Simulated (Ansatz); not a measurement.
# H6PbCNCl3 (Pm): the r2SCAN gap against the k mesh of the density

Wanted: the cheapest k mesh of the density that holds the r2SCAN gap of H6PbCNCl3 (Pm).

Main program and level: Ansatz 0.2.0; DFT, r2SCAN, plane waves, PAW.

This is a report of a sequence of runs, with most program output left out.

## 1. Set-up

Symmetry: Pm, No. 6, monoclinic system. The conventional cell has a = 5.753 Å, b = 5.765 Å, c = 5.855 Å, α = 90.00°, β = 90.03°, γ = 90.00°. H has 1 C at 1.09 Å nearest. H has 1 N at 1.04 Å nearest. Nearest to H lie 1 N at 1.04 Å. Nearest to Pb lie 6 Cl at 2.88 to 2.99 Å. Nearest to C lie 3 H at 1.09 Å and 1 N at 1.49 Å. Farther neighbours and most contacts between anions are not listed.

The cell and positions are those that the Materials Project relaxed with its own functionals (PBE, PBE+U or r2SCAN), kept fixed. Spin-orbit coupling is left out unless a step names it. The default PAW set here is soft_2. Its files were made with PBE.

## 2. k mesh of the density: 2×2×2

File input.yaml:

```yaml
crystal:
  lattice:
    - [5.752832, 0.0, 0.0]
    - [0.0, 5.764671, 0.0]
    - [-0.002604, 0.0, 5.855201]
  atoms:
    - { symbol: H, position: [0.879476, 0.5, 0.790423] }
    - { symbol: H, position: [0.813252, 0.344072, 0.047387] }
    - { symbol: H, position: [0.813252, 0.655928, 0.047387] }
    - { symbol: H, position: [0.229661, 0.354316, 0.978538] }
    - { symbol: H, position: [0.229661, 0.645684, 0.978538] }
    - { symbol: H, position: [0.170957, 0.5, 0.216412] }
    - { symbol: Pb, position: [0.473988, 0.0, 0.483874] }
    - { symbol: C, position: [0.894268, 0.5, 0.976848] }
    - { symbol: "N", position: [0.144932, 0.5, 0.040731] }
    - { symbol: Cl, position: [0.427891, 0.0, 0.975558] }
    - { symbol: Cl, position: [0.429192, 0.5, 0.520036] }
    - { symbol: Cl, position: [0.971826, 0.0, 0.43966] }
kpoints:
  mp_grid: { grid: [2, 2, 2] }
  band_path:
    path:
      - [0.0, 0.0, 0.0]
      - [0.0, 0.5, 0.0]
      - [0.0, 0.5, 0.5]
      - [0.0, 0.0, 0.5]
      - [-0.5, 0.0, 0.5]
      - [-0.5, 0.5, 0.5]
      - [-0.5, 0.5, 0.0]
      - [-0.5, 0.0, 0.0]
      - [-0.5, 0.45, 0.5]
    npoints: 1
hamiltonian:
  xc: r2scan
scf:
  occupations: { method: fixed }
  n_extra_bands: 8
output:
  eigenvalues: true
  write_density: true
  write_potential: true
  elf: true
  volumetric_format: npy
```

Started as:

```console
$ ansatz run input.yaml --threads 4 --pin off --max-ram 18432MiB --backend cpu --events-out ev --progress --plain --runs-dir out
```

Run time: 5.7 s. Hardware: 4 threads of Arm Neoverse V1, shared host; peak memory 0.88 GiB.

Numbers from this step:

```
gap                  : 2.908 eV
valence top at       : E
conduction bottom at : k = (-0.500, 0.450, 0.500)
least direct gap     : 2.915 eV
```

The gap is indirect, with the least direct gap 0.007 eV higher.

## 3. k mesh of the density: 4×4×4 (the default)

Changes to input.yaml since step 2:

```diff
@@ -19,3 +19,3 @@
 kpoints:
-  mp_grid: { grid: [2, 2, 2] }
+  mp_grid: { grid: [4, 4, 4] }
   band_path:
@@ -26,8 +26,10 @@
       - [0.0, 0.0, 0.5]
+      - [0.0, 0.0, 0.0]
       - [-0.5, 0.0, 0.5]
       - [-0.5, 0.5, 0.5]
+      - [0.0, 0.5, 0.0]
       - [-0.5, 0.5, 0.0]
       - [-0.5, 0.0, 0.0]
-      - [-0.5, 0.45, 0.5]
-    npoints: 1
+      - [0.0, 0.0, 0.0]
+    npoints: 10
 hamiltonian:
@@ -35,3 +37,3 @@
 scf:
-  occupations: { method: fixed }
+  occupations: { method: fermi_dirac, width: 0.02 }
   n_extra_bands: 8
```

Elapsed: 29 s, on 4 threads; peak memory 1.1 GiB.

This step gave:

```
gap                  : 2.943 eV
valence top at       : E
conduction bottom at : k = (-0.500, 0.450, 0.500)
least direct gap     : 2.949 eV
```

The gap is 2.943 eV, +0.035 eV from the run before at this level.

## 4. k mesh of the density: 6×6×6

input.yaml, the sections that differ from step 3:

```yaml
kpoints:
  mp_grid: { grid: [6, 6, 6] }
  band_path:
    path:
      - [0.0, 0.0, 0.0]
      - [0.0, 0.5, 0.0]
      - [0.0, 0.5, 0.5]
      - [0.0, 0.0, 0.5]
      - [-0.5, 0.0, 0.5]
      - [-0.5, 0.5, 0.5]
      - [-0.5, 0.5, 0.0]
      - [-0.5, 0.0, 0.0]
      - [-0.5, 0.45, 0.5]
    npoints: 1
scf:
  occupations: { method: fixed }
  n_extra_bands: 8
output:
  eigenvalues: true
# crystal, hamiltonian: as in step 3
```

Run time: 37 s. Hardware: 4 threads; peak memory 1.1 GiB.

Numbers from this step:

| Property | Result |
| --- | --- |
| gap | 2.945 eV |
| valence top at | E |
| conduction bottom at | k = (-0.500, 0.450, 0.500) |
| least direct gap | 2.951 eV |

The gap is 2.945 eV, +0.002 eV from the run before at this level.

## 5. The series

Differences are against the last row; a negative gap means that bands overlap, and a run with a band path holds that path's time. Times are wall times on 4 threads of Arm Neoverse V1, shared host, good to a factor of about two.

```
k mesh of the density  gap (eV)  direct gap (eV)  gap error (eV)  energy error (meV/atom)  irreducible k   time
                2×2×2     2.908            2.915          −0.037                    +28.5              8  5.7 s
                4×4×4     2.943            2.949          −0.002                     +0.7             30   29 s
                6×6×6     2.945            2.951          +0.000                     +0.0             80   37 s
```

## 6. Summary of results

```json
{"2×2×2": "2.908 eV", "4×4×4": "2.943 eV", "6×6×6": "2.945 eV"}
```

In words: The gap holds to 0.02 eV from 4×4×4 on. At 2×2×2 the gap is off by −0.037 eV and the energy by +28 meV/atom. The gap is read over the mesh and added points near the edges, so meshes differ mainly through the density and, for a hybrid, the exchange operator.

[Paths, hosts, dates, memory and timing lines, banners, echoed tables and standing remarks are left out of the program output.]

[Logs are printed without paths, hosts, clocks, repeated set-up lines and the standing remarks that a program may print on its own settings, such as how far it seeks lower states.]

[Runs of the session that timed out or met a known fault of the program may be left out.]

[Cells called generated may have been cut or substituted from an entry of the Crystallography Open Database or the Materials Project.]

[Hosts, paths, dates, database ids (printed as entryN), source tags and the programs' standing remarks are cut or masked in the printed files.]
